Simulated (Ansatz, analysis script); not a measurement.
## SrMn2As2: energy less the state without spin against total moment, fitted and tested on a withheld row

System: SrMn2As2, 1 Sr, 2 Mn and 2 As in the cell, space group P-3m1. Cell as run: a = 4.076, b = 4.076, c = 7.351 Å, angles 90.0, 90.0, 120.0°, 5 atoms. From the study “Fixed-spin-moment curve of SrMn2As2”.

Method: Free energy against the fixed total moment and moment against field, from collinear runs; PBEsol, PAW set soft_1 (analysis script 1). Settings shared by all rows: cutoff 420 eV, 11×11×6 k-mesh, Fermi-Dirac occupations, smearing width 0.05 eV. Among the fixed moments, E(M) falls 1051 meV below the state without spin and is lowest near 5.726 μB on this grid. I·N/2 = 2.5 is over 1, so the state without spin is unstable to a uniform moment. In doubt: the program's search for lower states was switched off, so a lower magnetic state than those reached may exist.

Results; the value marked ? is withheld:

| total moment (μB/cell) | energy less the state without spin (meV/cell) |
| --- | --- |
| 0 | 0 |
| 0.818 | -53 |
| 1.636 | -206 |
| 2.454 | -436 |
| 3.272 | -681 |
| 4.09 | -883 |
| 4.908 | -1011 |
| 5.726 | -1051 |
| 6.544 | ? |
| 7.362 | -872 |

Q: What energy less the state without spin should the row at total moment = 6.544 μB/cell hold? Fit a suitable law to the other rows.

**Law.** Time reversal makes the energy even in the moment, so it is expanded as a Landau series from the state without spin. In symbols, E = c2 M² + c4 M⁴ + c6 M⁶, with energy less the state without spin in meV/cell.

**Fit.** Least squares on 8 rows gives c2 = -83.548, c4 = 2.085 and c6 = -0.015508.

| total moment (μB/cell) | computed | fit | computed − fit |
| --- | --- | --- | --- |
| 0.818 | -53 | -55.0 | 2.0 |
| 1.636 | -206 | -209.0 | 3.0 |
| 2.454 | -436 | -430.9 | -5.1 |
| 3.272 | -681 | -674.5 | -6.5 |
| 4.09 | -883 | -886.7 | 3.7 |
| 4.908 | -1011 | -1019.5 | 8.5 |
| 5.726 | -1051 | -1044.5 | -6.5 |
| 7.362 | -872 | -872.5 | 0.5 |

The quadratic term is negative, so within this fit the state without spin is unstable against a small uniform moment.

**Prediction.** At total moment = 6.544 μB/cell the law predicts -972.1 meV/cell. The computed value is -1004 meV/cell, 31.9 below the prediction. The row lies between fitted rows, so this is an interpolation. The miss is 6.2 times the rms residual of the fit, 5.1.

So the prediction fails: the law follows the fitted rows but not this one.

[Hosts, paths, dates, database ids (printed as entryN), source tags and the programs' standing remarks are cut or masked in the printed files.]
